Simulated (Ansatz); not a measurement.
## Work function of Ni(111): what the settings cost and change

Aim: the work function of Ni(111) across levels of theory at one geometry.

Main program and level: Ansatz 0.2.0; plane-wave DFT, PBE, Ansatz PAW, in the first sound run; inputs show where later runs differ.

The experiments to compare with:

“Anisotropic work function of elemental crystals” (2019, arxiv:1902.07811) quotes from earlier work for Ni (clean (111) face, a compiled value): work function (clean (111) face, a compiled value) 5.36 eV.

### Step 1. Starting point

The cell holds 7 atoms: 7 Ni. Cell: a = 2.489 Å, b = 2.489 Å, c = 30.194 Å, α = 90.0°, β = 90.0°, γ = 60.0°. Vacuum lies along c.

### Step 2. Run, setting PBE, Ansatz PAW (420 eV)

A work function rests on the faint tail of the density, so the SCF threshold is tight. PBE on the default files comes first; the next runs keep the geometry and change functional or files, each at the cutoff that its files recommend; a relaxation and, for heavy metals, spin-orbit coupling close the ladder.

File input.yaml:

```yaml
crystal:
  lattice:
    - [2.4890158698, 0.0, 0.0]
    - [1.2445079349, 2.1555509736, 0.0]
    - [0.0, 0.0, 30.1936376853]
  atoms:
    - { symbol: Ni, position: [0.0, 0.0, 0.2980760415], spin: 0.7 }
    - { symbol: Ni, position: [0.3333333333, 0.3333333333, 0.3653840277], spin: 0.7 }
    - { symbol: Ni, position: [0.6666666667, 0.6666666667, 0.4326920138], spin: 0.7 }
    - { symbol: Ni, position: [0.0, 0.0, 0.5], spin: 0.7 }
    - { symbol: Ni, position: [0.3333333333, 0.3333333333, 0.5673079862], spin: 0.7 }
    - { symbol: Ni, position: [0.6666666667, 0.6666666667, 0.6346159723], spin: 0.7 }
    - { symbol: Ni, position: [0.0, 0.0, 0.7019239585], spin: 0.7 }
magnetization:
  spin_polarized: true
kpoints:
  mp_grid: { grid: [19, 19, 1] }
hamiltonian:
  xc: pbe
scf:
  occupations: { method: fermi_dirac, width: 0.1 }
  convergence: { dr2_threshold: 1.0e-09 }
efield:
  axis: 3
  dipole_correction: true
  ramp_position: 0.97
  ramp_width: 0.06
output:
  write_potential: true
  write_density: true
  volumetric_format: npy
  elf: true
```

Run with:

```sh
$ ansatz run input.yaml --threads 4 --pin off --max-ram 6144MiB --backend cpu --events-out ev --progress --plain --runs-dir out
```

Numbers of over 12 decimals in the logs are rounded to 6 here.

Log:

```text
Engine: ansatz 0.2.0, aarch64-unknown-linux-gnu
Pseudopotentials: kind: paw
Pseudopotential: Ni, paw, valence charge 18, recommended cutoff 420 eV (normal), Ni.paw.azcp
Functional definition: PBE
  parameter kappa = 0.804
  parameter beta = 0.066725
  exchange = pbe_x(kappa = kappa, mu = beta*pi^2/3)
  correlation = pbe_c(beta = beta)
Crystal: 7 atoms, lattice volume = 161.995 Å³
Basis set: ecut = 420 eV, 3035 PW (Γ)
Bands: 79, of which v1, the nominal top of the filled ones, is band 63 counted from 1 (62 counted from 0)
Symmetry: 6 space group operations
k-points: 40 of 361 (time reversal used)
Non-local potential: Ni, projectors of the file, l = 0: 3, l = 1: 2, l = 2: 3, l = 3: 1
PAW form: soft (Blöchl's): semilocal exchange-correlation on the pseudo side does not see the compensation charge
PAW one-centre angular grid: Ni, 590 points (default); XC on 64 Gauss nodes
Initial density: superposition of atomic densities (neutral atoms: chi_scale 0, normalization atom)
Starting moments: Σ|m| = 4.9 μB on 7 of 7 sites
Initial wavefunctions: pseudopotential atomic-orbital guess
Functional: x = pbe(κ = 0.804, μ = 0.219515), c = pbe(β = 0.066725)
SCF iter   1: F=—  HF=-40870.897075 eV  |F-HF|=—  |Δ(HF+E_count)|=         —  Δρ=4.77e-2 (↑1.64e-2 ↓4.77e-2)  dr2=5.12e0  dr2_m=1.16e0  M=5.770 μB ∫|m|=6.104 μB  β_m=1.00  ethr=3.10e-3  p=0.000 e·Å  D=3.49e-13 V/Å  ΔV_dip=-0.00 eV  dr2_dipole=2.57e-7  V_vac-E_F(+/−)=7.28/7.28 eV  ⟨swp⟩=9.3  Hψ=29410  notcnv=0  defer=165
Mixer restart at iter 1: flushing history
efield: sawtooth ramp at fractional position 0.9700 (set: `efield.ramp_position`, or a place that a band, a saddle search or an elastic batch's reference lends), width 0.0600; the density the first Hamiltonian is built on has a dipole p = 0.000 e·Å; the dipole correction subtracts the counter field D = 3.49e-13 V/Å, which shifts the + side's vacuum level by -0.00 eV against the − side's; the planar-averaged density in the ramp window peaks in size at 1.4e-5 e/Å³
preconditioner: auto → LDOS  [metal: Δε(μ)=0.004 eV  Ē_g=7.719 eV  σ=0.100 eV  W_gap=0.01  n_scr=24 (ndim 8)  ℏωp=24.4 eV  f_vac=0.492  D(μ)=12.09/eV (n_scr^D=160)]
spin=Collinear: LDOS preconditioning applied to the charge; magnetization (m = ρ↑ − ρ↓) channel mixes plain (no charge-response kernel on spin).
SCF iter   2: F=—  HF=-40871.207485 eV  |F-HF|=—  |Δ(HF+E_count)|=   3.10e-1  Δρ=1.31e-2 (↑1.19e-2 ↓1.31e-2)  dr2=6.51e-1  dr2_m=1.47e-2  M=5.430 μB ∫|m|=6.033 μB  β_m=0.30  ethr=3.10e-3  p=-0.000 e·Å  D=-4.75e-6 V/Å  ΔV_dip=0.00 eV  dr2_dipole=1.39e-7  V_vac-E_F(+/−)=6.42/6.42 eV  ⟨swp⟩=2.3  Hψ=10422  notcnv=0  defer=286
density mixer auto → msr1: a metal under ldos (density of states about μ 3.60 of a free-electron gas's, 24 screened modes)
SCF iter   3: F=—  HF=-40873.499434 eV  |F-HF|=—  |Δ(HF+E_count)|=    2.29e0  Δρ=9.36e-3 (↑5.54e-3 ↓9.36e-3)  dr2=1.95e-1  dr2_m=1.94e-2  M=5.296 μB ∫|m|=5.904 μB  β_m=0.51  ethr=5.17e-4  p=-0.000 e·Å  D=-2.96e-6 V/Å  ΔV_dip=0.00 eV  dr2_dipole=1.63e-8  V_vac-E_F(+/−)=6.03/6.03 eV  ⟨swp⟩=2.6  Hψ=10143  notcnv=0  defer=280
SCF iter   4: F=—  HF=-40876.247537 eV  |F-HF|=—  |Δ(HF+E_count)|=    2.75e0  Δρ=1.21e-2 (↑4.43e-3 ↓1.21e-2)  dr2=2.42e-1  dr2_m=3.62e-2  M=4.904 μB ∫|m|=5.548 μB  β_m=0.71  ethr=1.55e-4  p=-0.000 e·Å  D=-5.02e-6 V/Å  ΔV_dip=0.00 eV  dr2_dipole=3.81e-8  V_vac-E_F(+/−)=5.46/5.46 eV  ⟨swp⟩=2.8  Hψ=12688  notcnv=0  defer=280
SCF iter   5: F=—  HF=-40876.891092 eV  |F-HF|=—  |Δ(HF+E_count)|=   6.44e-1  Δρ=6.56e-3 (↑3.54e-3 ↓6.56e-3)  dr2=1.03e-1  dr2_m=7.00e-3  M=4.658 μB ∫|m|=5.304 μB  β_m=0.82  ethr=1.55e-4  p=0.000 e·Å  D=1.96e-6 V/Å  ΔV_dip=-0.00 eV  dr2_dipole=4.20e-9  V_vac-E_F(+/−)=5.23/5.23 eV  ⟨swp⟩=2.4  Hψ=11215  notcnv=0  defer=292
SCF iter   6: F=—  HF=-40876.964088 eV  |F-HF|=—  |Δ(HF+E_count)|=   7.30e-2  Δρ=5.22e-3 (↑4.33e-3 ↓5.22e-3)  dr2=8.70e-2  dr2_m=1.26e-3  M=4.598 μB ∫|m|=5.251 μB  β_m=0.67  ethr=8.19e-5  p=-0.000 e·Å  D=-7.03e-6 V/Å  ΔV_dip=0.00 eV  dr2_dipole=1.47e-7  V_vac-E_F(+/−)=5.14/5.14 eV  ⟨swp⟩=2.5  Hψ=13049  notcnv=0  defer=317
SCF iter   7: F=—  HF=-40876.939251 eV  |F-HF|=—  |Δ(HF+E_count)|=   2.48e-2  Δρ=2.10e-3 (↑7.15e-4 ↓2.10e-3)  dr2=8.39e-3  dr2_m=1.00e-3  M=4.568 μB ∫|m|=5.227 μB  β_m=0.60  ethr=6.90e-5  p=0.000 e·Å  D=9.25e-7 V/Å  ΔV_dip=-0.00 eV  dr2_dipole=7.70e-9  V_vac-E_F(+/−)=5.14/5.14 eV  ⟨swp⟩=2.3  Hψ=10992  notcnv=0  defer=317
SCF iter   8: F=—  HF=-40876.940213 eV  |F-HF|=—  |Δ(HF+E_count)|=   9.61e-4  Δρ=3.15e-4 (↑3.15e-4 ↓2.93e-4)  dr2=9.61e-5  dr2_m=1.16e-4  M=4.553 μB ∫|m|=5.216 μB  β_m=0.77  ethr=6.66e-6  p=-0.000 e·Å  D=-1.79e-7 V/Å  ΔV_dip=0.00 eV  dr2_dipole=9.93e-12  V_vac-E_F(+/−)=5.09/5.09 eV  ⟨swp⟩=2.8  Hψ=10858  notcnv=0  defer=317
SCF iter   9: F=—  HF=-40876.940315 eV  |F-HF|=—  |Δ(HF+E_count)|=   1.02e-4  Δρ=2.31e-4 (↑1.27e-4 ↓2.31e-4)  dr2=2.09e-4  dr2_m=8.85e-6  M=4.553 μB ∫|m|=5.219 μB  β_m=0.68  ethr=7.62e-8  p=0.000 e·Å  D=4.57e-7 V/Å  ΔV_dip=-0.00 eV  dr2_dipole=3.67e-9  V_vac-E_F(+/−)=5.08/5.08 eV  ⟨swp⟩=2.8  Hψ=13404  notcnv=0  defer=317
SCF iter  10: F=—  HF=-40876.940275 eV  |F-HF|=—  |Δ(HF+E_count)|=   3.97e-5  Δρ=1.72e-4 (↑1.15e-4 ↓1.72e-4)  dr2=7.76e-5  dr2_m=5.00e-6  M=4.552 μB ∫|m|=5.219 μB  β_m=0.58  ethr=7.62e-8  p=-0.000 e·Å  D=-6.27e-7 V/Å  ΔV_dip=0.00 eV  dr2_dipole=1.72e-9  V_vac-E_F(+/−)=5.07/5.07 eV  ⟨swp⟩=2.2  Hψ=11005  notcnv=0  defer=317
SCF iter  11: F=—  HF=-40876.940273 eV  |F-HF|=—  |Δ(HF+E_count)|=   2.61e-6  Δρ=3.32e-5 (↑3.32e-5 ↓2.49e-5)  dr2=2.71e-6  dr2_m=6.78e-7  M=4.552 μB ∫|m|=5.219 μB  β_m=0.53  ethr=6.16e-8  p=0.000 e·Å  D=1.78e-7 V/Å  ΔV_dip=-0.00 eV  dr2_dipole=1.37e-10  V_vac-E_F(+/−)=5.07/5.07 eV  ⟨swp⟩=2.0  Hψ=9204  notcnv=0  defer=317
SCF iter  12: F=—  HF=-40876.940272 eV  |F-HF|=—  |Δ(HF+E_count)|=   4.49e-7  Δρ=2.48e-5 (↑7.98e-6 ↓2.48e-5)  dr2=7.23e-7  dr2_m=2.30e-7  M=4.552 μB ∫|m|=5.220 μB  β_m=0.63  ethr=2.15e-9  p=-0.000 e·Å  D=-2.58e-7 V/Å  ΔV_dip=0.00 eV  dr2_dipole=1.54e-10  V_vac-E_F(+/−)=5.07/5.07 eV  ⟨swp⟩=3.1  Hψ=11920  notcnv=0  defer=317
SCF iter  13: F=—  HF=-40876.940273 eV  |F-HF|=—  |Δ(HF+E_count)|=   7.31e-7  Δρ=6.08e-6 (↑3.43e-6 ↓6.08e-6)  dr2=3.13e-8  dr2_m=2.50e-8  M=4.552 μB ∫|m|=5.220 μB  β_m=0.82  ethr=5.74e-10  p=0.000 e·Å  D=4.30e-7 V/Å  ΔV_dip=-0.00 eV  dr2_dipole=3.56e-10  V_vac-E_F(+/−)=5.07/5.07 eV  ⟨swp⟩=2.0  Hψ=9484  notcnv=0  defer=317
SCF iter  14: F=—  HF=-40876.940273 eV  |F-HF|=—  |Δ(HF+E_count)|=   6.31e-8  Δρ=5.31e-6 (↑4.29e-6 ↓5.31e-6)  dr2=9.69e-8  dr2_m=3.76e-9  M=4.552 μB ∫|m|=5.220 μB  β_m=0.82  ethr=2.48e-11  p=-0.000 e·Å  D=-1.37e-6 V/Å  ΔV_dip=0.00 eV  dr2_dipole=7.01e-9  V_vac-E_F(+/−)=5.07/5.07 eV  ⟨swp⟩=3.0  Hψ=13564  notcnv=0  defer=317
SCF iter  15: F=—  HF=-40876.940273 eV  |F-HF|=—  |Δ(HF+E_count)|=   1.04e-8  Δρ=3.39e-6 (↑3.15e-6 ↓3.39e-6)  dr2=4.72e-8  dr2_m=1.45e-9  M=4.552 μB ∫|m|=5.220 μB  β_m=0.64  ethr=2.48e-11  p=0.000 e·Å  D=7.67e-7 V/Å  ΔV_dip=-0.00 eV  dr2_dipole=2.98e-9  V_vac-E_F(+/−)=5.07/5.07 eV  ⟨swp⟩=2.4  Hψ=11618  notcnv=0  defer=317
SCF iter  16: F=—  HF=-40876.940273 eV  |F-HF|=—  |Δ(HF+E_count)|=   1.08e-8  Δρ=2.33e-6 (↑9.32e-7 ↓2.33e-6)  dr2=9.62e-9  dr2_m=1.22e-9  M=4.552 μB ∫|m|=5.220 μB  β_m=0.67  ethr=2.48e-11  p=0.000 e·Å  D=1.59e-7 V/Å  ΔV_dip=-0.00 eV  dr2_dipole=5.24e-10  V_vac-E_F(+/−)=5.07/5.07 eV  ⟨swp⟩=2.2  Hψ=10110  notcnv=0  defer=317
SCF iter  17: F=—  HF=-40876.940273 eV  |F-HF|=—  |Δ(HF+E_count)|=  5.17e-10  Δρ=1.16e-6 (↑3.70e-7 ↓1.16e-6)  dr2=2.24e-9  dr2_m=3.50e-10  M=4.552 μB ∫|m|=5.220 μB  β_m=0.64  ethr=7.64e-12  p=-0.000 e·Å  D=-4.61e-8 V/Å  ΔV_dip=0.00 eV  dr2_dipole=3.08e-11  V_vac-E_F(+/−)=5.07/5.07 eV  ⟨swp⟩=2.1  Hψ=9066  notcnv=0  defer=317
SCF iter  18: F=—  HF=-40876.940273 eV  |F-HF|=—  |Δ(HF+E_count)|=  1.09e-10  Δρ=3.48e-7 (↑1.63e-7 ↓3.48e-7)  dr2=1.46e-10  dr2_m=5.62e-11  M=4.552 μB ∫|m|=5.220 μB  β_m=0.72  ethr=1.77e-12  p=0.000 e·Å  D=3.94e-10 V/Å  ΔV_dip=-0.00 eV  dr2_dipole=8.19e-12  V_vac-E_F(+/−)=5.07/5.07 eV  ⟨swp⟩=2.2  Hψ=9639  notcnv=0  defer=317
SCF iter  19: F=-40876.940273 eV  HF=-40876.940273 eV  |F-HF|=2.04e-10  |Δ(HF+E_count)|=  3.86e-10  Δρ=2.99e-7 (↑1.01e-7 ↓2.99e-7)  dr2=6.43e-10  dr2_m=1.83e-11  M=4.552 μB ∫|m|=5.220 μB  ethr=1.00e-12  p=-0.000 e·Å  D=-1.22e-8 V/Å  ΔV_dip=0.00 eV  dr2_dipole=2.36e-10  V_vac-E_F(+/−)=5.07/5.07 eV  ⟨swp⟩=11.1  Hψ=23519  notcnv=0
SCF 1 converged in 19 iterations: F = -40876.940273 eV  dr2 = 6.43e-10
  greatest PAW one-centre occupation: 1.001 electrons in one spin orbital (limit 2), on the Ni atom at site 0 (counted from 0), in its partial waves of l = 1
WARN: The output density's exchange-correlation potential varies sharply where the density is thin. Do not read a vacuum level from v_tot or v_xc, or from such a field of the output density. On a cell that repeats whose density bears no net charge and no dipole along the vacuum's axis use v_es (v_loc + v_h of the components); under efield.dipole_correction with no amplitude use v_es + v_field, which holds any externa [...]
SCF converged after 19 iterations
Magnetization: 4.5524 μB (65.2762 up, 60.7238 down)
Absolute magnetization: 5.2258 μB (∫|ρ↑−ρ↓|, with the PAW one-centre terms)
Spin contamination: 0.0627 ħ² per cell (⟨S²⟩ above its minimum at these occupations)
Per-site moments (μB) at R_I (Å): [(0.710581, 1.026719), (0.708836, 1.026719), (0.667855, 1.026719), (0.658789, 1.026719), (0.667854, 1.026719), (0.708835, 1.026719), (0.710579, 1.026719)]
Free energy (F): -40876.940273 eV
Harris-Foulkes:  -40876.940273 eV  (|F-HF|=2.04e-10)
Internal energy: -40876.543264 eV  (E = F + TS)
E sigma→0 (E₀):  -40876.741768 eV
Entropy (-TS):   -0.397009 eV (-56.716 meV/atom)
Fermi energy:    5.908391 eV
Dipole field:    D = -0.000023 V/Å  (p = -0.000021 e·Å, saw-weighted, corrected)
Work function:   Φ+ = 5.0661 eV   Φ− = 5.0654 eV
Levels:          The Fermi level and band energies are counted from a zero that moves with the ramp; work functions are not
--- Per-component energies (eV) ---
  E_band       = -3524.293146
  E_kinetic    = 1971.975387
  E_local      = -406233.592542  (includes V_loc(G=0)·N_el)
  E_nonlocal   = 4454.390563
  E_hartree    = 200363.821498
  E_xc         = -590.489990
  E_vxc        = -761.146527  (∫ρ·V_xc dr)
  E_paw        = -11411.955126  (= ΣΔE_a)
  E_vpaw       = -3683.569645  (= ΣTr[D̂ρ^β])
  E_aug_tail   = 0.003804  (compensation charges beyond the density's cutoff)
  E_efield     = 0.000000  (sawtooth field / dipole correction)
  E_vefield    = 0.000000  (∫n·V_field dr)
  E_ewald      = 170569.303144
  E_smearing   = -0.397009  (= −TS)
  E_closure    = -0.000000  (closes the sum)
  Σ components = -40876.940273   (vs F -40876.940273, Δ=0.00e0)
--- Band table (eV; the first three rows and the last of 80) ---
  k-point 0 ↑: bands = [... 59 lower, 4.6671, 4.6671, 4.8393, 4.8393, 5.0643, 5.0643, 5.2175, 5.2175, ... 12 higher]
  k-point 1 ↑: bands = [... 59 lower, 4.6918, 4.7034, 4.8448, 4.8844, 4.9426, 5.0014, 5.0657, 5.2186, ... 12 higher]
  k-point 2 ↑: bands = [... 59 lower, 4.5902, 4.6537, 4.7172, 4.8146, 4.8576, 5.0689, 5.1743, 5.2216, ... 12 higher]
  k-point 39 ↓: bands = [... 59 lower, 5.9713, 6.0067, 6.0122, 6.0774, 10.0212, 10.2886, 10.7171, 11.1758, ... 12 higher]
```

Run time: 2.9 min. Hardware: 4 threads of Arm Neoverse N1, shared host; peak memory 1.3 GiB.

Numbers from this step:

* energy at zero smearing: -40876.7418 eV
* total moment: 4.552 μB
* site moments: 0.7106, 0.7088, 0.6679, 0.6588, 0.6679, 0.7088, 0.7106 μB
* work function, upper face: 5.066 eV

Running mean over 2.032 Å of the planar mean; the ramp of the sawtooth is left out. The electron's electrostatic potential energy less the Fermi level by z:

```csv
z (Å),electron's electrostatic potential energy less the Fermi level (eV)
4,5.07
5,5.06
6,5.02
7,4.38
8,-3.19
9,-10.1
10,-10.3
11,-10.4
12,-10.4
13,-10.4
14,-10.4
15,-10.4
16,-10.4
17,-10.4
18,-10.4
19,-10.4
20,-10.3
21,-10.2
22,-5.52
23,3.90
24,4.98
25,5.06
26,5.07
```

Site moment by atom:

```csv
atom,site moment (μB)
Ni1,0.711
Ni2,0.709
Ni3,0.668
Ni4,0.659
Ni5,0.668
Ni6,0.709
Ni7,0.711
```

Spin density in the ca plane at fractional y = 0.000, with atoms of Ni within 0.2 Å of it.

Values in e/Å³, 5 rows by 16 columns, each cell a mean:
```
0.0 0.0 0.0 0.0 0.1 0.5 0.0 0.0 0.0 0.0 0.1 0.6 0.0 0.0 0.0 0.0
0.0 0.0 0.0 0.0 0.0 0.0 0.0 0.0 0.0 0.0 0.0 0.0 0.0 0.0 0.0 0.0
0.0 0.0 0.0 0.0 0.0 0.0 0.0 0.0 0.0 0.0 0.0 0.0 0.0 0.0 0.0 0.0
0.0 0.0 0.0 0.0 0.0 0.1 0.0 0.0 0.0 0.0 0.0 0.1 0.0 0.0 0.0 0.0
0.0 0.0 0.0 0.0 0.2 1.0 0.0 0.0 0.0 0.0 0.2 1.2 0.0 0.0 0.0 0.0
```
Columns run along c (16.0 Å, from fractional 0.34 to 0.87 of the cell), rows up along a (2.5 Å). Atoms in or near the plane, at fractional coordinates: Ni at (0.50, 0.00), Ni at (0.70, 0.00).

Electrostatic potential energy in the ca plane at fractional y = 0.000, with atoms of Ni within 0.2 Å of it. With pseudopotentials it is smooth inside the atoms' cores, unlike the true potential.

Ten even steps from '0' (-55 eV) to '9' (11 eV), each cell a mean:
```
89999999999840016999999999998300279999999999
99889998889963248988899988898622589999999999
98768997678987789986689876789877899999999999
97557886568999899975579865689999999999999999
98657987568998889976689865789988999999999999
98878998788975468987889987899744699999999999
99999999999851027999999999998400389999999999
89999999999830006999999999997200179999999999
```
Columns run along c (16.0 Å, from fractional 0.34 to 0.87 of the cell; values clipped at the 3rd and 97th percentile), rows up along a (2.5 Å). Atoms in or near the plane, at fractional coordinates: Ni at (0.50, 0.00), Ni at (0.70, 0.00).

ELF in the ca plane at fractional y = 0.000, with atoms of Ni within 0.2 Å of it. It is the smooth field of the valence electrons, not physical close to the nuclei.

Ten even steps from '0' (0.00) to '9' (0.65), each cell a mean:
```
34333333344336853343333333443477421100000000
33222332223334432332233322233344322110000000
32232332322332223322223323223223232210000000
32332332332333334223323223323333443210000000
32332332332333333323323223223323333210000000
32222332223323332322223322233333322110000000
34333333334335642343333333343466421100000000
34443333444248963344433344443489521100000000
```
Columns run along c (16.0 Å, from fractional 0.34 to 0.87 of the cell), rows up along a (2.5 Å). Atoms in or near the plane, at fractional coordinates: Ni at (0.50, 0.00), Ni at (0.70, 0.00).

The work function is 5.066 eV.

### Step 3. Run

This step: plane-wave DFT, LDA, Ansatz PAW (Ansatz 0.2.0).

input.yaml, as its differences from that of step 2:

```diff
@@ -18,3 +18,3 @@
 hamiltonian:
-  xc: pbe
+  xc: lda
 scf:
@@ -31,2 +31 @@
   volumetric_format: npy
-  elf: true
```

Log:

```text
[...]
Crystal: 7 atoms, lattice volume = 161.995 Å³
Basis set: ecut = 420 eV, 3035 PW (Γ)
Bands: 79, of which v1, the nominal top of the filled ones, is band 63 counted from 1 (62 counted from 0)
Symmetry: 6 space group operations
k-points: 40 of 361 (time reversal used)
[...]
k-point 1 ↑: bands = [... 59 lower, 4.3186, 4.3317, 4.4773, 4.5126, 4.5830, 4.6443, 4.7029, 4.8630, ... 12 higher]
  k-point 2 ↑: bands = [... 59 lower, 4.2187, 4.2882, 4.3432, 4.4537, 4.4882, 4.7057, 4.8138, 4.8662, ... 12 higher]
  k-point 39 ↓: bands = [... 59 lower, 5.5034, 5.5465, 5.5515, 5.6109, 9.6399, 9.9179, 10.3577, 10.8187, ... 12 higher]
[key lines of the parts left out:]
SCF converged after 21 iterations
Magnetization: 4.3428 μB (65.1714 up, 60.8286 down)
Free energy (F): -40411.782783 eV
Fermi energy:    5.478432 eV
Dipole field:    D = -0.000000 V/Å  (p = -0.000000 e·Å, saw-weighted, corrected)
Work function:   Φ+ = 5.4532 eV   Φ− = 5.4532 eV
```

Wall time 3.7 min (4 threads); peak memory 1.3 GiB; 10 min of CPU time.

The work function is 5.453 eV, +0.387 eV from the run “PBE, Ansatz PAW (420 eV)”, at 1.1 times its CPU time.

### Step 4. Run

This step: plane-wave DFT, PBEsol, Ansatz PAW (Ansatz 0.2.0).

input.yaml, as its differences from that of step 3:

```diff
@@ -18,3 +18,3 @@
 hamiltonian:
-  xc: lda
+  xc: pbesol
 scf:
```

Log:

```text
[...]
Crystal: 7 atoms, lattice volume = 161.995 Å³
Basis set: ecut = 420 eV, 3035 PW (Γ)
Bands: 79, of which v1, the nominal top of the filled ones, is band 63 counted from 1 (62 counted from 0)
Symmetry: 6 space group operations
k-points: 40 of 361 (time reversal used)
[...]
k-point 1 ↑: bands = [... 59 lower, 4.5365, 4.5482, 4.6908, 4.7260, 4.7911, 4.8523, 4.9128, 5.0681, ... 12 higher]
  k-point 2 ↑: bands = [... 59 lower, 4.4344, 4.5015, 4.5617, 4.6647, 4.7031, 4.9159, 5.0235, 5.0713, ... 12 higher]
  k-point 39 ↓: bands = [... 59 lower, 5.7980, 5.8371, 5.8422, 5.9048, 9.8518, 10.1207, 10.5502, 11.0081, ... 12 higher]
[key lines of the parts left out:]
SCF converged after 20 iterations
Magnetization: 4.5479 μB (65.2740 up, 60.7260 down)
Free energy (F): -40633.320726 eV
Fermi energy:    5.748683 eV
Dipole field:    D = -0.000005 V/Å  (p = -0.000005 e·Å, saw-weighted, corrected)
Work function:   Φ+ = 5.2019 eV   Φ− = 5.2017 eV
```

It took 2.9 min on 4 threads; peak memory 1.3 GiB; 8.8 min of CPU time.

The work function is 5.202 eV, +0.136 eV from the run “PBE, Ansatz PAW (420 eV)”, at 1.0 times its CPU time.

### Step 5. Slab

This step: plane-wave DFT, RPBE, Ansatz PAW (Ansatz 0.2.0).

input.yaml, as its differences from that of step 4:

```diff
@@ -18,3 +18,3 @@
 hamiltonian:
-  xc: pbesol
+  xc: rpbe
 scf:
```

Log:

```text
[...]
Crystal: 7 atoms, lattice volume = 161.995 Å³
Basis set: ecut = 420 eV, 3035 PW (Γ)
Bands: 79, of which v1, the nominal top of the filled ones, is band 63 counted from 1 (62 counted from 0)
Symmetry: 6 space group operations
k-points: 40 of 361 (time reversal used)
[...]
k-point 1 ↑: bands = [... 59 lower, 4.8355, 4.8471, 4.9872, 5.0289, 5.0878, 5.1455, 5.2068, 5.3578, ... 12 higher]
  k-point 2 ↑: bands = [... 59 lower, 4.7368, 4.7993, 4.8610, 4.9582, 5.0003, 5.2101, 5.3186, 5.3607, ... 12 higher]
  k-point 39 ↓: bands = [... 59 lower, 6.1443, 6.1790, 6.1845, 6.2502, 10.1758, 10.4394, 10.8634, 11.3213, ... 12 higher]
[key lines of the parts left out:]
SCF converged after 20 iterations
Magnetization: 4.6058 μB (65.3029 up, 60.6971 down)
Free energy (F): -40912.190084 eV
Fermi energy:    6.073937 eV
Dipole field:    D = -0.000016 V/Å  (p = -0.000014 e·Å, saw-weighted, corrected)
Work function:   Φ+ = 4.8873 eV   Φ− = 4.8868 eV
```

Run time: 2.8 min. Hardware: 4 threads; peak memory 1.3 GiB.

The work function is 4.887 eV, -0.179 eV from the run “PBE, Ansatz PAW (420 eV)”, at 1.0 times its CPU time.

(Part 1 of 2 ends here.)

[Logs are printed without paths, hosts, clocks, repeated set-up lines and the standing remarks that a program may print on its own settings, such as how far it seeks lower states.]

[Hosts, paths, dates, database ids (printed as entryN), source tags and the programs' standing remarks are cut or masked in the printed files.]

[Maps of the electrostatic potential energy from Ansatz leave out the sawtooth potential of an applied field or a dipole correction, so their vacuum need not be flat; planar profiles and work functions include it.]
